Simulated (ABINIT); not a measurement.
# Beyond one shot: H6PbCBr3N (Pm), part 2 of 3

Aim: iterate the self-energy on H6PbCBr3N (Pm) and follow the gap from cycle to cycle.

ABINIT 10.8.3; PBEsol and many-body steps on it, plane waves. Known limits of the many-body steps: not at the basis limit; no spin-orbit coupling; coarse k mesh.

So far. Step 4 (G0W0): The gap on the mesh goes from 2.00 eV to 3.83 eV, a correction of +1.83 eV. Step 5 (evGW0, cycle 1): Against G0W0 in ABINIT (2×2×2 mesh, 165 bands, screening to 89.8 eV, Godby-Needs plasmon pole), the gap moves by +0.430 eV. This first cycle still uses the starting levels; it takes the full correction, at all points of the mesh, and its linearised value is 3.833 eV.

### 6. evGW0, cycle 2

Level of this step: evGW0 on PBEsol, plane waves, norm-conserving pseudopotentials (ABINIT).

The corrected levels of the last cycle go back in.

Contents of run.abi:

```
acell 3*1.0 Angstrom
rprim 
  6.038531000000 -0.000000000000 -0.000000000000
  -0.000000000000 6.059680000000 0.000000000000
  -0.007679000000 0.000000000000 6.128174000000
ntypat 5
znucl 1 82 6 35 7
natom 12
typat 1 1 1 1 1 1 2 3 4 4 4 5
xred 
  0.218258000000 0.862101000000 0.968190000000
  0.177786000000 0.000000000000 0.198636000000
  0.825095000000 0.851944000000 0.061619000000
  0.869341000000 0.000000000000 0.811715000000
  0.825095000000 0.148056000000 0.061619000000
  0.218258000000 0.137899000000 0.968190000000
  0.475266000000 0.500000000000 0.477994000000
  0.897311000000 0.000000000000 0.988520000000
  0.430028000000 0.500000000000 0.972748000000
  0.434852000000 0.000000000000 0.512708000000
  0.966538000000 0.500000000000 0.440736000000
  0.140606000000 0.000000000000 0.032465000000
pp_dirpath "pseudos"
pseudos "H.upf, Pb.upf, C.upf, Br.upf, N.upf"
ecut 37
ngkpt 2 2 2
nshiftk 1
shiftk 0 0 0
kptopt 1
chksymbreak 0
istwfk *1
occopt 1
irdwfk 1
optdriver 4
nband 165
gwcalctyp 10
ecutsigx 37
symsigma 1
nkptgw 8
kptgw 
  0.0000000000 0.0000000000 0.0000000000
  0.5000000000 0.0000000000 0.0000000000
  0.0000000000 0.5000000000 0.0000000000
  0.5000000000 0.5000000000 0.0000000000
  0.0000000000 0.0000000000 0.5000000000
  0.5000000000 0.0000000000 0.5000000000
  0.0000000000 0.5000000000 0.5000000000
  0.5000000000 0.5000000000 0.5000000000
bdgw 
  30 51
  30 51
  30 51
  30 51
  30 51
  30 51
  30 51
  30 51
ecuteps 3.3
irdscr 1
ppmodel 1
irdqps 1
indata_prefix "in"
outdata_prefix "out"
tmpdata_prefix "tmp"
```

The run is started by

```console
> OMP_NUM_THREADS=1 mpirun -n 8 abinit run.abi > log
```

The log of the run:

```text
.Version 10.8.3 of ABINIT. v10.8.2 released Aug 2026.

 Symmetries : space group Pm (#  6); Bravais mP (primitive monocl.)
[... echo of the input left out ...]
== DATASET  1 ==================================================================
-   mpi_nproc: 8, omp_nthreads: 1 (-1 if OMP is not activated)

--- !DatasetInfo
iteration_state: {dtset: 1, }
dimensions: {natom: 12, nkpt: 8, mband: 165, nsppol: 1, nspinor: 1, nspden: 1, mpw: 16306, }
cutoff_energies: {ecut:  37.0, pawecutdg:  -1.0, }
[...]
.  kptgw no:  3; Maximum DeltaE = (   0.075  -0.000) for band index: 16
[...]
.  kptgw no:  7; Maximum DeltaE = (   0.085   0.000) for band index: 21
.  kptgw no:  8; Maximum DeltaE = (   0.056  -0.000) for band index: 22

== END DATASET(S) ==============================================================
================================================================================

 -outvars: echo values of variables after computation  --------
           etotal      0.0000000000E+00
            nband         165
             nkpt           8
          spgroup           6
 [... the other variables as echoed above ...]

 Calculation completed.
```

Elapsed: 5.8 min, on 8 MPI ranks of Arm Neoverse V1, shared host; peak memory 9.5 GiB.

Numbers from this step:

| Item | Value |
| --- | --- |
| quasiparticle gap on the mesh | 4.082 eV |
| gap of the density functional on the mesh | 2.005 eV |
| k of the valence top | 0.5, 0.5, 0.5 |
| k of the conduction bottom | 0.5, 0.5, 0.5 |
| least direct quasiparticle gap on the computed points | 4.082 eV |

Against the cycle before, the gap moves by −0.181 eV.

### 7. evGW0, cycle 3

run.abi is that of step 6.

The log of the run:

```text
.Version 10.8.3 of ABINIT. v10.8.2 released Aug 2026.

 Symmetries : space group Pm (#  6); Bravais mP (primitive monocl.)
[... echo of the input left out ...]
== DATASET  1 ==================================================================
-   mpi_nproc: 8, omp_nthreads: 1 (-1 if OMP is not activated)

--- !DatasetInfo
iteration_state: {dtset: 1, }
dimensions: {natom: 12, nkpt: 8, mband: 165, nsppol: 1, nspinor: 1, nspden: 1, mpw: 16306, }
cutoff_energies: {ecut:  37.0, pawecutdg:  -1.0, }
[...]
.  kptgw no:  3; Maximum DeltaE = (  -0.004  -0.000) for band index: 16
[...]
.  kptgw no:  7; Maximum DeltaE = (  -0.005   0.000) for band index: 21
.  kptgw no:  8; Maximum DeltaE = (  -0.003  -0.000) for band index: 22

== END DATASET(S) ==============================================================
================================================================================

 -outvars: echo values of variables after computation  --------
           etotal      0.0000000000E+00
            nband         165
             nkpt           8
          spgroup           6
 [... the other variables as echoed above ...]

 Calculation completed.
```

Run time: 5.8 min. Hardware: 8 MPI ranks; peak memory 9.5 GiB; 46 min of CPU time.

This step gave:

- quasiparticle gap on the mesh: 4.095 eV
- gap of the density functional on the mesh: 2.005 eV
- k of the valence top: 0.5, 0.5, 0.5
- k of the conduction bottom: 0.5, 0.5, 0.5
- least direct quasiparticle gap on the computed points: 4.095 eV

Against the cycle before, the gap moves by +0.013 eV.

### 8. evGW0, cycle 4

run.abi is that of step 7.

The log of the run:

```text
.Version 10.8.3 of ABINIT. v10.8.2 released Aug 2026.

 Symmetries : space group Pm (#  6); Bravais mP (primitive monocl.)
[... echo of the input left out ...]
== DATASET  1 ==================================================================
-   mpi_nproc: 8, omp_nthreads: 1 (-1 if OMP is not activated)

--- !DatasetInfo
iteration_state: {dtset: 1, }
dimensions: {natom: 12, nkpt: 8, mband: 165, nsppol: 1, nspinor: 1, nspden: 1, mpw: 16306, }
cutoff_energies: {ecut:  37.0, pawecutdg:  -1.0, }
[...]
.  kptgw no:  3; Maximum DeltaE = (  -0.001  -0.000) for band index:  2
[...]
.  kptgw no:  7; Maximum DeltaE = (  -0.000   0.000) for band index:  3
.  kptgw no:  8; Maximum DeltaE = (  -0.001  -0.000) for band index:  3

== END DATASET(S) ==============================================================
================================================================================

 -outvars: echo values of variables after computation  --------
           etotal      0.0000000000E+00
            nband         165
             nkpt           8
          spgroup           6
 [... the other variables as echoed above ...]

 Calculation completed.
```

It took 5.7 min on 8 MPI ranks; peak memory 9.5 GiB; 46 min of CPU time.

This step gave:

```yaml
quasiparticle_gap_on_the_mesh: 4.094 eV
gap_of_the_density_functional_on_the_mesh: 2.005 eV
k_of_the_valence_top: 0.5, 0.5, 0.5
k_of_the_conduction_bottom: 0.5, 0.5, 0.5
least_direct_quasiparticle_gap_on_the_computed_points: 4.094 eV
```

Against the cycle before, the gap moves by −0.001 eV.

### 9. Screening, 2×2×2 mesh, 165 bands, screening to 89.8 eV

This step: RPA screening on PBEsol, plane waves, norm-conserving pseudopotentials.

Edit run.abi of step 8 so:

```diff
@@ -33,30 +33,13 @@
 irdwfk 1
-optdriver 4
+optdriver 3
 nband 165
+ecuteps 3.3
+inclvkb 2
+awtr 1
+symchi 1
 gwcalctyp 10
-ecutsigx 37
-symsigma 1
-nkptgw 8
-kptgw 
-  0.0000000000 0.0000000000 0.0000000000
-  0.5000000000 0.0000000000 0.0000000000
-  0.0000000000 0.5000000000 0.0000000000
-  0.5000000000 0.5000000000 0.0000000000
-  0.0000000000 0.0000000000 0.5000000000
-  0.5000000000 0.0000000000 0.5000000000
-  0.0000000000 0.5000000000 0.5000000000
-  0.5000000000 0.5000000000 0.5000000000
-bdgw 
-  30 51
-  30 51
-  30 51
-  30 51
-  30 51
-  30 51
-  30 51
-  30 51
-ecuteps 3.3
-irdscr 1
-ppmodel 1
-irdqps 1
+mbpt_sciss 2.335 eV
+nqptdm 1
+qptdm 
+  0 0 0
 indata_prefix "in"
```

The log of the run:

```text
.Version 10.8.3 of ABINIT. v10.8.2 released Aug 2026.

 Symmetries : space group Pm (#  6); Bravais mP (primitive monocl.)
[... echo of the input left out ...]
== DATASET  1 ==================================================================
-   mpi_nproc: 8, omp_nthreads: 1 (-1 if OMP is not activated)

--- !DatasetInfo
iteration_state: {dtset: 1, }
dimensions: {natom: 12, nkpt: 8, mband: 165, nsppol: 1, nspinor: 1, nspden: 1, mpw: 16306, }
cutoff_energies: {ecut:  37.0, pawecutdg:  -1.0, }
electrons: {nelect:   8.80000000E+01, charge:   0.00000000E+00, occopt:   1.00000000E+00, tsmear:   1.00000000E-02, }

 SCREENING: Calculation of the susceptibility and dielectric matrices

 Based on a program developped by R.W. Godby, V. Olevano, G. Onida, and L. Reining.
 Incorporated in ABINIT by V. Olevano, G.-M. Rignanese, and M. Torrent.
.Using double precision arithmetic ; gwpc =  8

[... cell and pseudopotentials left out ...]
--------------------------------------------------------------------------------

 ==== K-mesh for the wavefunctions ====
 Number of points in the irreducible wedge :     8
[... list of points left out ...]
 Together with  2 symmetry operations and time-reversal symmetry
 yields     8 points in the full Brillouin Zone.

 ==== Q-mesh for the screening function ====
 Number of points in the irreducible wedge :     8
[... list of points left out ...]
 Together with  2 symmetry operations and time-reversal symmetry
 yields     8 points in the full Brillouin Zone.

 setmesh: FFT mesh size selected  =    45x   45x   45
          total number of points  =        91125

 vcoul_init : cutoff-mode = AUXILIARY_FUNCTION
 q-points for optical limit:   1
     1)      0.000010    0.000020    0.000030

 Dielectric matrix will be calculated only for some
 selected q points provided by the user through the input variables
 nqptdm and qptdm

- screening: taking advantage of time-reversal symmetry
- Maximum band index for partially occupied states nbvw = 44
- Remaining bands to be divided among processors   nbcw = 121
- Number of bands treated by each node ~15

 rdqps: reading QP wavefunctions of the previous step
        looking for file in_QPS
 file not found, 1st iteration initialized with KS eigenelements

 screening : performing a first self-consistency
 update of the energies in W by a scissor operator
 applying a scissor operator of [eV] :   2.335

 Number of electrons calculated from density =   88.0000; Expected =   88.0000
 average of density, n =  0.058153
 r_s =    1.6012
 omega_plasma =   23.2618 [eV]

 calculating chi0 at frequencies [eV] :
  1    0.000000E+00    0.000000E+00
  2    0.000000E+00    2.326176E+01

--------------------------------------------------------------------------------
  q-point number  1        q = ( 0.000000, 0.000000, 0.000000) [r.l.u.]
--------------------------------------------------------------------------------
[... chi0 elements left out ...]
 For q-point:  0.000010 0.000020 0.000030
  dielectric constant =   4.4366
  dielectric constant without local fields =   4.9342

  Average fulfillment of the sum rule on Im[epsilon] for q-point    1 :     48.51  [%]
[... wings left out ...]
== END DATASET(S) ==============================================================
================================================================================

 -outvars: echo values of variables after computation  --------
           etotal      0.0000000000E+00
            nband         165
             nkpt           8
          spgroup           6
 [... the other variables as echoed above ...]

 Calculation completed.
```

Elapsed: 1.7 min, on 8 MPI ranks; peak memory 8.4 GiB; 13 min of CPU time.

Numbers from this step:

```
ε∞ with local fields, on this mesh, along the program's q direction : 4.437
the same without local fields                                       : 4.934
plasma frequency                                                    : 23.26 eV
plane waves in the screening matrix                                 : 453
```

This screening uses the functional's bands under a rigid shift, the mean opening of the cycle before.

### 10. Screening, 2×2×2 mesh, 165 bands, screening to 89.8 eV

This step: RPA screening on PBEsol from quasiparticle energies, plane waves, norm-conserving pseudopotentials.

Edit run.abi of step 9 so:

```diff
@@ -39,7 +39,13 @@
 symchi 1
+irdqps 1
 gwcalctyp 10
-mbpt_sciss 2.335 eV
-nqptdm 1
+nqptdm 7
 qptdm 
-  0 0 0
+  0.5000000000 0.0000000000 0.0000000000
+  0.0000000000 0.5000000000 0.0000000000
+  0.5000000000 0.5000000000 0.0000000000
+  0.0000000000 0.0000000000 0.5000000000
+  0.5000000000 0.0000000000 0.5000000000
+  0.0000000000 0.5000000000 0.5000000000
+  0.5000000000 0.5000000000 0.5000000000
 indata_prefix "in"
```

Contents of mrgscr.stdin:

```
2
merged
q0_SCR
out_SCR
1
```

The run is started by

```console
> OMP_NUM_THREADS=1 mpirun -n 8 abinit run.abi > log; mrgscr < mrgscr.stdin
```

The log of the run:

```text
.Version 10.8.3 of ABINIT. v10.8.2 released Aug 2026.

 Symmetries : space group Pm (#  6); Bravais mP (primitive monocl.)
[... echo of the input left out ...]
== DATASET  1 ==================================================================
-   mpi_nproc: 8, omp_nthreads: 1 (-1 if OMP is not activated)

--- !DatasetInfo
iteration_state: {dtset: 1, }
dimensions: {natom: 12, nkpt: 8, mband: 165, nsppol: 1, nspinor: 1, nspden: 1, mpw: 16306, }
cutoff_energies: {ecut:  37.0, pawecutdg:  -1.0, }
[...]
q-point number  1        q = ( 0.500000, 0.000000, 0.000000) [r.l.u.]
--------------------------------------------------------------------------------
[... chi0 elements left out ...]
  Average fulfillment of the sum rule on Im[epsilon] for q-point    2 :     52.89  [%]

--------------------------------------------------------------------------------
  q-point number  2        q = ( 0.000000, 0.500000, 0.000000) [r.l.u.]
--------------------------------------------------------------------------------
[... chi0 elements left out ...]
  Average fulfillment of the sum rule on Im[epsilon] for q-point    3 :     53.00  [%]

 [... 5 further q-points ...]
```

The job ended after 72 s (8 MPI ranks; peak memory 6.8 GiB).

This step gave:

| Quantity | Value |
| --- | --- |
| plasma frequency | 23.26 eV |
| plane waves in the screening matrix | 453 |

This screening reads the quasiparticle levels of the cycle before.

### 11. evGW, cycle 1

This step: evGW on PBEsol, plane waves, norm-conserving pseudopotentials.

Edit run.abi of step 10 so:

```diff
@@ -33,12 +33,10 @@
 irdwfk 1
-optdriver 3
+optdriver 4
 nband 165
-ecuteps 3.3
-inclvkb 2
-awtr 1
-symchi 1
-irdqps 1
 gwcalctyp 10
-nqptdm 7
-qptdm 
+ecutsigx 37
+symsigma 1
+nkptgw 8
+kptgw 
+  0.0000000000 0.0000000000 0.0000000000
   0.5000000000 0.0000000000 0.0000000000
@@ -50,2 +48,15 @@
   0.5000000000 0.5000000000 0.5000000000
+bdgw 
+  30 51
+  30 51
+  30 51
+  30 51
+  30 51
+  30 51
+  30 51
+  30 51
+ecuteps 3.3
+irdscr 1
+ppmodel 1
+irdqps 1
 indata_prefix "in"
```

The run is started by

```console
> OMP_NUM_THREADS=1 mpirun -n 8 abinit run.abi > log
```

The log of the run:

```text
.Version 10.8.3 of ABINIT. v10.8.2 released Aug 2026.

 Symmetries : space group Pm (#  6); Bravais mP (primitive monocl.)
[... echo of the input left out ...]
== DATASET  1 ==================================================================
-   mpi_nproc: 8, omp_nthreads: 1 (-1 if OMP is not activated)

--- !DatasetInfo
iteration_state: {dtset: 1, }
dimensions: {natom: 12, nkpt: 8, mband: 165, nsppol: 1, nspinor: 1, nspden: 1, mpw: 16306, }
cutoff_energies: {ecut:  37.0, pawecutdg:  -1.0, }
[...]
.  kptgw no:  3; Maximum DeltaE = (   0.219  -0.000) for band index:  4
[...]
.  kptgw no:  7; Maximum DeltaE = (   0.216   0.000) for band index:  3
.  kptgw no:  8; Maximum DeltaE = (   0.220  -0.000) for band index:  3

== END DATASET(S) ==============================================================
================================================================================

 -outvars: echo values of variables after computation  --------
           etotal      0.0000000000E+00
            nband         165
             nkpt           8
          spgroup           6
 [... the other variables as echoed above ...]

 Calculation completed.
```

Elapsed: 5.7 min, on 8 MPI ranks; peak memory 9.5 GiB; 46 min of CPU time.

Numbers from this step:

- quasiparticle gap on the mesh: 4.57 eV
- gap of the density functional on the mesh: 2.005 eV
- k of the valence top: 0.5, 0.5, 0.5
- k of the conduction bottom: 0.5, 0.5, 0.5
- least direct quasiparticle gap on the computed points: 4.57 eV

Against G0W0 in ABINIT (2×2×2 mesh, 165 bands, screening to 89.8 eV, Godby-Needs plasmon pole), the gap moves by +0.737 eV.

### 12. Screening, 2×2×2 mesh, 165 bands, screening to 89.8 eV

This step: RPA screening on PBEsol, plane waves, norm-conserving pseudopotentials.

Edit run.abi of step 11 so:

```diff
@@ -33,30 +33,13 @@
 irdwfk 1
-optdriver 4
+optdriver 3
 nband 165
+ecuteps 3.3
+inclvkb 2
+awtr 1
+symchi 1
 gwcalctyp 10
-ecutsigx 37
-symsigma 1
-nkptgw 8
-kptgw 
-  0.0000000000 0.0000000000 0.0000000000
-  0.5000000000 0.0000000000 0.0000000000
-  0.0000000000 0.5000000000 0.0000000000
-  0.5000000000 0.5000000000 0.0000000000
-  0.0000000000 0.0000000000 0.5000000000
-  0.5000000000 0.0000000000 0.5000000000
-  0.0000000000 0.5000000000 0.5000000000
-  0.5000000000 0.5000000000 0.5000000000
-bdgw 
-  30 51
-  30 51
-  30 51
-  30 51
-  30 51
-  30 51
-  30 51
-  30 51
-ecuteps 3.3
-irdscr 1
-ppmodel 1
-irdqps 1
+mbpt_sciss 2.847 eV
+nqptdm 1
+qptdm 
+  0 0 0
 indata_prefix "in"
```

The log of the run:

```text
.Version 10.8.3 of ABINIT. v10.8.2 released Aug 2026.

 Symmetries : space group Pm (#  6); Bravais mP (primitive monocl.)
[... echo of the input left out ...]
== DATASET  1 ==================================================================
-   mpi_nproc: 8, omp_nthreads: 1 (-1 if OMP is not activated)

--- !DatasetInfo
iteration_state: {dtset: 1, }
dimensions: {natom: 12, nkpt: 8, mband: 165, nsppol: 1, nspinor: 1, nspden: 1, mpw: 16306, }
cutoff_energies: {ecut:  37.0, pawecutdg:  -1.0, }
[...]
[... chi0 elements left out ...]
 For q-point:  0.000010 0.000020 0.000030
  dielectric constant =   4.1985
  dielectric constant without local fields =   4.6528

  Average fulfillment of the sum rule on Im[epsilon] for q-point    1 :     49.50  [%]
[... wings left out ...]
== END DATASET(S) ==============================================================
================================================================================

 -outvars: echo values of variables after computation  --------
           etotal      0.0000000000E+00
            nband         165
             nkpt           8
          spgroup           6
 [... the other variables as echoed above ...]

 Calculation completed.
```

Run time: 1.7 min. Hardware: 8 MPI ranks; peak memory 8.4 GiB; 13 min of CPU time.

This step gave:

- ε∞ with local fields, on this mesh, along the program's q direction: 4.199
- the same without local fields: 4.653
- plasma frequency: 23.26 eV
- plane waves in the screening matrix: 453

This screening uses the functional's bands under a rigid shift, the mean opening of the cycle before.

### 13. Screening, 2×2×2 mesh, 165 bands, screening to 89.8 eV

This step: RPA screening on PBEsol from quasiparticle energies, plane waves, norm-conserving pseudopotentials.

Edit run.abi of step 12 so:

```diff
@@ -39,7 +39,13 @@
 symchi 1
+irdqps 1
 gwcalctyp 10
-mbpt_sciss 2.847 eV
-nqptdm 1
+nqptdm 7
 qptdm 
-  0 0 0
+  0.5000000000 0.0000000000 0.0000000000
+  0.0000000000 0.5000000000 0.0000000000
+  0.5000000000 0.5000000000 0.0000000000
+  0.0000000000 0.0000000000 0.5000000000
+  0.5000000000 0.0000000000 0.5000000000
+  0.0000000000 0.5000000000 0.5000000000
+  0.5000000000 0.5000000000 0.5000000000
 indata_prefix "in"
```

mrgscr.stdin is that of step 10.

The run is started by

```console
> OMP_NUM_THREADS=1 mpirun -n 8 abinit run.abi > log; mrgscr < mrgscr.stdin
```

The log of the run:

```text
.Version 10.8.3 of ABINIT. v10.8.2 released Aug 2026.

 Symmetries : space group Pm (#  6); Bravais mP (primitive monocl.)
[... echo of the input left out ...]
== DATASET  1 ==================================================================
-   mpi_nproc: 8, omp_nthreads: 1 (-1 if OMP is not activated)

--- !DatasetInfo
iteration_state: {dtset: 1, }
dimensions: {natom: 12, nkpt: 8, mband: 165, nsppol: 1, nspinor: 1, nspden: 1, mpw: 16306, }
cutoff_energies: {ecut:  37.0, pawecutdg:  -1.0, }
[...]
q-point number  1        q = ( 0.500000, 0.000000, 0.000000) [r.l.u.]
--------------------------------------------------------------------------------
[... chi0 elements left out ...]
  Average fulfillment of the sum rule on Im[epsilon] for q-point    2 :     53.71  [%]

--------------------------------------------------------------------------------
  q-point number  2        q = ( 0.000000, 0.500000, 0.000000) [r.l.u.]
--------------------------------------------------------------------------------
[... chi0 elements left out ...]
  Average fulfillment of the sum rule on Im[epsilon] for q-point    3 :     53.82  [%]

 [... 5 further q-points ...]
```

The job ended after 70 s (8 MPI ranks; peak memory 6.8 GiB; 9.3 min of CPU time).

This step gave:

| Quantity | Value |
| --- | --- |
| plasma frequency | 23.26 eV |
| plane waves in the screening matrix | 453 |

This screening reads the quasiparticle levels of the cycle before.

[end of part 2 of 3]

[Paths, hosts, dates, memory and timing lines, banners, echoed tables and standing remarks are left out of the program output.]

[Logs are printed without paths, hosts, clocks, repeated set-up lines and the standing remarks that a program may print on its own settings, such as how far it seeks lower states.]

[Runs of the session that timed out or met a known fault of the program may be left out.]

[Hosts, paths, dates, database ids (printed as entryN), source tags and the programs' standing remarks are cut or masked in the printed files.]

[G0W0 gaps are taken among the corrected bands and points alone; a level outside them can change the order at an edge.]

[Where Ansatz stands beside ABINIT at settings called matched, ABINIT's density can come from a denser mesh and the files from another edition; pairs whose starting gaps differed by over 0.03 eV were left out, so agreement reads better than it is.]
